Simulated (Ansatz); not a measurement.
# Quasiparticle gap of BaWO4 (I4_1/a)

Aim: the quasiparticle gap of BaWO4 (I4_1/a), starting from r2SCAN.

Main program and level: Ansatz 0.2.0; r2SCAN, then G0W0 on it, plane waves, PAW.

**Experimental background.**

- Gap 5.26 eV: direct gap from absorption edge with Urbach fit; optical absorption; 300 K; bulk crystal (thin cleaved platelet of Czochralski crystal, 10-30 um thick) (“Optical absorption of divalent metal tungstates: Correlation between the band-gap energy and the cation ionic radius”, 2008, arxiv:0807.2115).

## Step 1: The structure

The structure is tetragonal, space group I4_1/a (No. 88). Conventional cell: a = 5.667 Å, b = 5.667 Å, c = 12.739 Å, α = 90.00°, β = 90.00°, γ = 90.00°. Nearest to Ba lie 8 O at 2.76 to 2.80 Å. Nearest to W lie 4 O at 1.79 Å. Nearest to O lie 1 W at 1.79 Å and 2 Ba at 2.76 to 2.80 Å. Farther neighbours and most contacts between anions are not listed.

The cell and positions are those that the Materials Project relaxed with its own functionals (PBE, PBE+U or r2SCAN), kept fixed. At the settings of the band run the largest force is still 0.45 eV/Å. Spin-orbit coupling is left out unless a step names it. The default PAW set here is soft_2. Its files were made with PBE.

## Step 2: Bands along the symmetry lines

Levels along a band path and on the mesh show where this functional puts the band edges.

This step: DFT, r2SCAN, plane waves, PAW.

Input file input.yaml:

```yaml
crystal:
  lattice:
    - [-2.833365905, 2.833365905, 6.36926687]
    - [2.833365905, -2.833365905, 6.36926687]
    - [2.833365905, 2.833365905, -6.36926687]
  atoms:
    - { symbol: Ba, position: [0.25, 0.75, 0.5] }
    - { symbol: Ba, position: [0.5, 0.5, 0.0] }
    - { symbol: W, position: [0.75, 0.25, 0.5] }
    - { symbol: W, position: [0.0, 0.0, 0.0] }
    - { symbol: O, position: [0.15214477, 0.04689186, 0.35623995] }
    - { symbol: O, position: [0.69065191, 0.79590482, 0.64376005] }
    - { symbol: O, position: [0.05934809, 0.45409518, 0.85623995] }
    - { symbol: O, position: [0.54590482, 0.40214477, 0.60525291] }
    - { symbol: O, position: [0.20409518, 0.84785523, 0.89474709] }
    - { symbol: O, position: [0.95310814, 0.30934809, 0.10525291] }
    - { symbol: O, position: [0.79689186, 0.94065191, 0.39474709] }
    - { symbol: O, position: [0.59785523, 0.20310814, 0.14376005] }
kpoints:
  mp_grid: { grid: [6, 6, 6] }
  band_path:
    path:
      - [[0.0, 0.0, 0.0], [0.0, 0.0, 0.5], [0.25, 0.25, 0.25], [0.0, 0.5, 0.0], [0.0, 0.0, 0.0], [0.5, 0.5, -0.5], [0.29947279, 0.70052721, -0.29947279]]
      - [[-0.29947279, 0.29947279, 0.29947279], [0.0, 0.0, 0.0]]
      - [[0.0, 0.0, 0.5], [-0.09894559, 0.09894559, 0.5]]
      - [[0.5, 0.5, -0.09894559], [0.5, 0.5, -0.5]]
    npoints: 10
hamiltonian:
  xc: r2scan
scf:
  occupations: { method: fermi_dirac, width: 0.02 }
  n_extra_bands: 8
output:
  eigenvalues: true
  forces: true
  stress: true
  write_density: true
  write_potential: true
  elf: true
  volumetric_format: npy
```

Started as:

```bash
$ ansatz run input.yaml --threads 3 --pin off --max-ram 92160MiB --backend cuda --events-out ev --progress --plain --runs-dir out --devices 1 --max-vram 13GiB
```

Numbers of over 12 decimals in the logs are rounded to 6 here.

Output:

```text
scf.n_extra_bands = 8 over 48 filled bands (N_el = 96.0): the run solves 56 bands
GPUs: using 1 of 1 available (devices: 1).
Engine: ansatz 0.2.0, x86_64-unknown-linux-gnu
Pseudopotentials: kind: paw
Pseudopotential: Ba, paw, valence charge 10, recommended cutoff 500 eV (meta_gga), Ba.paw.azcp
Pseudopotential: W, paw, valence charge 14, recommended cutoff 500 eV (meta_gga), W.paw.azcp
Pseudopotential: O, paw, valence charge 6, recommended cutoff 500 eV (meta_gga), O.paw.azcp
Functional definition: r2SCAN
  parameter k0 = 0.174
  parameter k1 = 0.065
  parameter a1 = 4.9479
  exchange = r2scan_x(k0 = k0, k1 = k1, a1 = a1)
  correlation = r2scan_c
device memory: the entry about to start is reckoned to put 5.2 GiB on a device that reports 25.3 GiB free (of which the cap on the GPU budget leaves the run 13.0 GiB)
GPU FFT provider: cuFFT
GPU libraries: cuBLAS 13.8.2, cuFFT 12.4.0, cuSOLVER 12.3.4
Crystal: 12 atoms, lattice volume = 204.529 Å³
Basis set: ecut = 500 eV, 5199 PW (Γ), exchange–correlation on 240×240×240 points (64 copies of the dense FFT grid, shifted against one another)
Bands: 56, of which v1, the nominal top of the filled ones, is band 48 counted from 1 (47 counted from 0)
Symmetry: 8 space group operations
Space group: I41/a (ITA 88), of the structure as read, at distance tolerance 5.9e-5 Å
k-points: 36 of 216
Non-local potential: Ba, projectors of the file, l = 0: 3, l = 1: 2, l = 2: 2, l = 3: 2
Non-local potential: W, projectors of the file, l = 0: 3, l = 1: 2, l = 2: 2, l = 3: 1
Non-local potential: O, projectors of the file, l = 0: 2, l = 1: 2, l = 2: 1
PAW form: soft (Blöchl's): semilocal exchange-correlation on the pseudo side does not see the compensation charge
PAW frozen core: Ba, regenerated for the run's functional (the file was generated under x = pbe(κ = 0.804, μ = 0.219515), c = pbe(β = 0.066725))
PAW frozen core: W, regenerated for the run's functional (the file was generated under x = pbe(κ = 0.804, μ = 0.219515), c = pbe(β = 0.066725))
PAW frozen core: O, regenerated for the run's functional (the file was generated under x = pbe(κ = 0.804, μ = 0.219515), c = pbe(β = 0.066725))
PAW one-centre angular grid: Ba, 302 points (default); XC on 160 Gauss nodes
PAW one-centre angular grid: W, 590 points (default); XC on 160 Gauss nodes
PAW one-centre angular grid: O, 302 points (default); XC on 160 Gauss nodes
Initial density: superposition of atomic densities (neutral atoms: chi_scale 0, normalization atom), corrected by the library's trained network
Initial wavefunctions: pseudopotential atomic-orbital guess
GPU buffer pool allocated for 216000 grid points (all kernels)
GPU transforms: local potential and band sums: pruned to the plane-wave sphere, on 60×60×60
Functional: x = r2scan, c = r2scan; τ floored in thin density (d = 2e-4 eV/Å³)
SCF iter   1: F=—  HF=-37285.697940 eV  |F-HF|=—  |Δ(HF+E_count)|=         —  Δρ=8.28e-3  dr2=1.85e-1  dr2_τ=7.35e-1  ethr=1.77e-3  ⟨swp⟩=8.1  Hψ=8965  notcnv=0
preconditioner: auto → Resta (q_TF=auto, 2.405 Å⁻¹)  ε∞=4.2  [insulator: Δε(μ)=5.311 eV  Ē_g=12.569 eV  σ=0.020 eV  W_gap=1.00  n_scr=36 (ndim 8)  ℏωp=22.6 eV  f_vac=0.061  D(μ)=0.00/eV (n_scr^D=0)  ε∞_Penn≈4.2]
SCF iter   2: F=—  HF=-37285.867225 eV  |F-HF|=—  |Δ(HF+E_count)|=   1.69e-1  Δρ=4.81e-3  dr2=1.85e-2  dr2_τ=1.33e-2  ethr=1.93e-4  ⟨swp⟩=2.9  Hψ=3957  notcnv=0  defer=143
SCF iter   3: F=—  HF=-37285.866995 eV  |F-HF|=—  |Δ(HF+E_count)|=   2.29e-4  Δρ=2.17e-3  dr2=6.75e-3  dr2_τ=6.06e-4  ethr=1.93e-5  ⟨swp⟩=2.0  Hψ=2882  notcnv=0  defer=143
SCF iter   4: F=—  HF=-37285.866434 eV  |F-HF|=—  |Δ(HF+E_count)|=   5.62e-4  Δρ=3.50e-4  dr2=2.10e-4  dr2_τ=2.80e-5  ethr=7.03e-6  ⟨swp⟩=2.0  Hψ=3458  notcnv=0  defer=143
SCF iter   5: F=—  HF=-37285.866298 eV  |F-HF|=—  |Δ(HF+E_count)|=   1.36e-4  Δρ=1.04e-4  dr2=3.29e-5  dr2_τ=1.59e-6  ethr=2.19e-7  ⟨swp⟩=2.0  Hψ=3225  notcnv=0  defer=143
SCF iter   6: F=—  HF=-37285.866462 eV  |F-HF|=—  |Δ(HF+E_count)|=   1.65e-4  Δρ=2.07e-5  dr2=1.05e-6  dr2_τ=1.31e-7  ethr=3.42e-8  ⟨swp⟩=2.4  Hψ=3424  notcnv=0  defer=143
SCF iter   7: F=-37285.866463 eV  HF=-37285.866463 eV  |F-HF|=3.07e-8  |Δ(HF+E_count)|=   4.42e-7  Δρ=5.30e-6  dr2=8.38e-8  dr2_τ=5.80e-9  ethr=1.04e-10  ⟨swp⟩=18.4  Hψ=24447  notcnv=0
SCF 1 converged in 7 iterations: F = -37285.866463 eV  dr2 = 8.38e-8
  greatest PAW one-centre occupation: 0.999 electrons in one spin orbital (limit 2), on the W atom at site 3 (counted from 0), in its partial waves of l = 0
device memory: the entry about to start is reckoned to put 3.0 GiB on a device that reports 21.9 GiB free (of which the cap on the GPU budget leaves the run 13.0 GiB)
NSCF: frozen V_eff on 94 k-points
SCF converged after 7 iterations
Free energy (F): -37285.866463 eV
Harris-Foulkes:  -37285.866463 eV  (|F-HF|=3.07e-8)
Internal energy: -37285.866463 eV  (E = F + TS)
E sigma→0 (E₀):  -37285.866463 eV
Fermi energy:    7.986406 eV
--- Per-component energies (eV) ---
  E_band       = -822.169846
  E_kinetic    = 2635.363767
  E_local      = -6734.876985  (includes V_loc(G=0)·N_el)
  E_nonlocal   = 489.960489
  E_hartree    = 2487.554908
  E_xc         = -1396.345524
  E_vxc        = -1657.812818  (∫ρ·V_xc dr)
  E_paw        = -28965.984384  (= ΣΔE_a)
  E_vpaw       = -627.584358  (= ΣTr[D̂ρ^β])
  E_aug_tail   = 0.008006  (compensation charges beyond the density's cutoff)
  E_vtau       = 97.648248  (kinetic-family band-sum trace: ∫τ·v_τ [+ j·A + Jᵃ·Aᵃ] dr)
  E_ewald      = -5800.256147
  E_core_change = -1.290593  (= ΣΔE_core)
  E_smearing   = -0.000000  (= −TS)
  E_closure    = 0.000000  (closes the sum)
  Σ components = -37285.866463   (vs F -37285.866463, Δ=0.00e0)
--- Forces (eV/Å), atoms counted from 1 ---
  atom   1  Ba     0.00000000     0.00000000     0.00000000
  atom   2  Ba     0.00000000    -0.00000000     0.00000000
  atom   3  W      0.00000000     0.00000000     0.00000000
  atom   4  W      0.00000000     0.00000000     0.00000000
  atom   5  O     -0.18268749    -0.32971010     0.24863861
  atom   6  O      0.18268749     0.32971010     0.24863861
  atom   7  O     -0.18268749    -0.32971010    -0.24863861
  atom   8  O     -0.32971010     0.18268749     0.24863861
  atom   9  O      0.32971010    -0.18268749    -0.24863861
  atom  10  O     -0.32971010     0.18268749    -0.24863861
  atom  11  O      0.32971010    -0.18268749     0.24863861
  atom  12  O      0.18268749     0.32971010    -0.24863861
  max |Σ_I F_I| component: 2.78e-17 eV/Å
--- Stress (GPa, compression-positive) ---
       -2.291691      -0.000002       0.000000
        0.000002      -2.291691       0.000000
        0.000000       0.000000      -2.147069
  P = ⅓ Tr σ = -2.2435 GPa (-22.435 kbar)
--- Band table (eV; the first three rows and the last of 36) ---
  k-point 0: bands = [... 44 lower, 4.9325, 5.1585, 5.4008, 5.4008, 10.5816, 10.7838, 10.9734, 11.1209, ... 4 higher]
  k-point 1: bands = [... 44 lower, 4.9733, 5.1217, 5.2352, 5.3604, 10.6735, 10.8387, 10.9443, 11.1772, ... 4 higher]
  k-point 2: bands = [... 44 lower, 5.0253, 5.0527, 5.1485, 5.2438, 10.7185, 10.7917, 10.9896, 11.1901, ... 4 higher]
  k-point 35: bands = [... 44 lower, 5.1399, 5.1399, 5.2997, 5.2997, 10.5588, 10.5588, 10.8363, 10.8363, ... 4 higher]
```

Wall time 17 s (1 × NVIDIA H100 80GB HBM3 (shared by 6 runs) with 3 threads of AMD EPYC 7R13 (Zen 3), shared host); peak memory 1.8 GiB.

In the SCF lines HF is the Harris–Foulkes energy and dr2 the Hartree energy of the density residual, in eV; the loop may stop once dr2 is under the threshold and the program's other checks hold. Hψ counts applications of the Hamiltonian.

This step gave:

| Quantity | Value |
| --- | --- |
| pressure | -2.243 GPa |
| filled bands | 48 |
| gap | 5.158 eV |
| valence top at | Γ |
| conduction bottom at | M |
| least direct gap | 5.181 eV |

Over mesh and path the gap is 5.158 eV, from k = Γ to k = (0.500, 0.500, -0.500). The least direct gap found is 5.181 eV, at k = Γ.

Electronic bands along the path, in eV, zero at the top of the highest nominally filled band:

```tsv
point	band 45	band 46	band 47	band 48	band 49	band 50	band 51	band 52
Γ	-0.47	-0.24	0.00	0.00	5.18	5.38	5.57	5.72
halfway	-0.35	-0.35	-0.30	-0.09	5.32	5.47	5.51	5.80
X	-0.34	-0.34	-0.25	-0.25	5.29	5.29	5.72	5.72
halfway	-0.34	-0.34	-0.24	-0.24	5.29	5.29	5.71	5.71
P	-0.35	-0.35	-0.24	-0.24	5.30	5.30	5.70	5.70
halfway	-0.41	-0.32	-0.20	-0.15	5.29	5.47	5.60	5.71
N	-0.41	-0.37	-0.19	-0.11	5.42	5.48	5.57	5.67
halfway	-0.48	-0.28	-0.13	-0.06	5.30	5.44	5.54	5.72
Γ	-0.47	-0.24	0.00	0.00	5.18	5.38	5.57	5.72
halfway	-0.41	-0.19	-0.03	-0.03	5.17	5.25	5.52	5.56
M	-0.26	-0.26	-0.10	-0.10	5.16	5.16	5.44	5.44
halfway	-0.26	-0.19	-0.17	-0.10	5.25	5.31	5.46	5.47
S	-0.38	-0.28	-0.16	-0.08	5.42	5.47	5.54	5.55
jump to S0	-0.38	-0.28	-0.16	-0.08	5.42	5.47	5.54	5.55
halfway	-0.41	-0.33	-0.15	-0.10	5.33	5.49	5.55	5.75
Γ	-0.47	-0.24	0.00	0.00	5.18	5.38	5.57	5.72
jump to X	-0.34	-0.34	-0.25	-0.25	5.29	5.29	5.72	5.72
halfway	-0.33	-0.33	-0.27	-0.21	5.25	5.35	5.70	5.71
R	-0.34	-0.32	-0.24	-0.17	5.23	5.42	5.66	5.68
jump to G	-0.34	-0.32	-0.24	-0.17	5.23	5.42	5.66	5.68
halfway	-0.28	-0.23	-0.13	-0.12	5.27	5.41	5.45	5.54
M	-0.26	-0.26	-0.10	-0.10	5.16	5.16	5.44	5.44
```

Electrostatic potential energy in the ac plane of the conventional cell at fractional y = 0.000, with atoms of Ba and W within 0.2 Å of it. With pseudopotentials it is smooth inside the atoms' cores, unlike the true potential.

Ten even steps from '0' (-46 eV) to '9' (13 eV), each cell a mean:
```
0048999999998620
4579999999999865
8999999999999999
9999998888999999
9999985223689999
9999861000379999
9999862000489999
9999887546788999
9999999989999999
7899999999999987
3468999999999753
1247999999998531
1247999999998632
4578999999999865
8899999999999998
9999998778899999
9999875334689999
9999853112479999
9999863212479999
9999986545789999
9999999888999999
8898999999998988
2478999999998752
0037999999998610
```
Columns run along a (5.7 Å; values clipped at the 3rd and 97th percentile), rows up along c (12.7 Å), edges of the conventional cell, whose origin can differ from the input's. Atoms in or near the plane, at fractional coordinates: Ba at (0.50, 0.25), Ba at (0.00, 0.50), W at (0.50, 0.75), W at (0.00, 0.00).

ELF in the ac plane of the conventional cell at fractional y = 0.000, with atoms of Ba and W within 0.2 Å of it. It is the smooth field of the valence electrons, not physical close to the nuclei.

Values, 24 rows by 16 columns, each cell a mean:
```
0.48 0.66 0.39 0.12 0.10 0.08 0.03 0.01 0.01 0.02 0.05 0.09 0.10 0.20 0.61 0.60
0.37 0.30 0.18 0.12 0.07 0.03 0.02 0.01 0.01 0.02 0.02 0.04 0.10 0.13 0.21 0.34
0.10 0.12 0.14 0.09 0.04 0.05 0.08 0.07 0.06 0.08 0.07 0.04 0.06 0.13 0.14 0.11
0.04 0.05 0.04 0.04 0.08 0.14 0.15 0.13 0.12 0.13 0.15 0.11 0.05 0.04 0.05 0.05
0.01 0.01 0.02 0.05 0.09 0.15 0.35 0.51 0.53 0.44 0.20 0.11 0.07 0.03 0.01 0.01
0.01 0.04 0.11 0.17 0.15 0.24 0.64 0.48 0.31 0.67 0.44 0.14 0.16 0.13 0.06 0.01
0.02 0.16 0.42 0.57 0.53 0.34 0.51 0.54 0.46 0.58 0.38 0.43 0.58 0.51 0.28 0.05
0.02 0.23 0.60 0.76 0.78 0.64 0.37 0.33 0.36 0.32 0.51 0.74 0.78 0.70 0.43 0.08
0.05 0.11 0.39 0.66 0.74 0.69 0.48 0.17 0.11 0.32 0.61 0.72 0.71 0.54 0.23 0.06
0.54 0.38 0.18 0.18 0.31 0.34 0.23 0.08 0.05 0.16 0.30 0.34 0.25 0.18 0.29 0.49
0.76 0.82 0.71 0.34 0.07 0.03 0.03 0.01 0.01 0.02 0.04 0.04 0.18 0.55 0.78 0.78
0.09 0.50 0.86 0.72 0.22 0.02 0.01 0.01 0.01 0.01 0.01 0.07 0.50 0.84 0.74 0.21
0.27 0.62 0.86 0.67 0.17 0.02 0.02 0.01 0.01 0.02 0.02 0.05 0.43 0.83 0.81 0.39
0.83 0.81 0.65 0.29 0.04 0.03 0.04 0.02 0.02 0.03 0.04 0.03 0.12 0.50 0.76 0.82
0.33 0.25 0.12 0.03 0.01 0.02 0.03 0.04 0.04 0.04 0.03 0.02 0.02 0.07 0.19 0.30
0.02 0.03 0.03 0.02 0.03 0.16 0.38 0.52 0.55 0.45 0.26 0.07 0.02 0.03 0.03 0.02
0.02 0.03 0.04 0.03 0.22 0.65 0.83 0.78 0.75 0.83 0.78 0.43 0.07 0.03 0.03 0.02
0.01 0.01 0.02 0.07 0.50 0.85 0.74 0.22 0.11 0.50 0.87 0.73 0.21 0.02 0.01 0.01
0.00 0.01 0.01 0.06 0.42 0.81 0.80 0.40 0.28 0.61 0.85 0.65 0.18 0.02 0.01 0.00
0.02 0.04 0.08 0.08 0.11 0.37 0.69 0.81 0.82 0.76 0.54 0.21 0.08 0.09 0.06 0.02
0.07 0.22 0.43 0.50 0.41 0.22 0.15 0.27 0.32 0.22 0.19 0.34 0.48 0.48 0.33 0.12
0.13 0.31 0.63 0.76 0.77 0.65 0.31 0.05 0.03 0.17 0.51 0.73 0.78 0.71 0.46 0.18
0.52 0.40 0.42 0.68 0.75 0.67 0.41 0.08 0.02 0.23 0.58 0.73 0.74 0.55 0.37 0.47
0.29 0.60 0.40 0.31 0.44 0.39 0.21 0.04 0.01 0.10 0.31 0.44 0.38 0.29 0.58 0.44
```
Columns run along a (5.7 Å), rows up along c (12.7 Å), edges of the conventional cell, whose origin can differ from the input's. Atoms in or near the plane, at fractional coordinates: Ba at (0.50, 0.25), Ba at (0.00, 0.50), W at (0.50, 0.75), W at (0.00, 0.00).

(Part 1 of 3 ends here.)

[Paths, hosts, dates, memory and timing lines, banners, echoed tables and standing remarks are left out of the program output.]

[Logs are printed without paths, hosts, clocks, repeated set-up lines and the standing remarks that a program may print on its own settings, such as how far it seeks lower states.]

[Runs of the session that timed out or met a known fault of the program may be left out.]

[Cells called generated may have been cut or substituted from an entry of the Crystallography Open Database or the Materials Project.]

[Hosts, paths, dates, database ids (printed as entryN), source tags and the programs' standing remarks are cut or masked in the printed files.]

[Where an RPA ε∞ is given, it is that of the G0W0 mesh and is not shown converged in it. Names of k-points follow the symmetry that the program found, which can be lower than the space group named. Band edges on a path are those of the sampled points; other points can move an edge, and change direct to indirect where valleys lie close.]

[Hybrid gaps are those of their k-mesh and are not shown converged in it.]
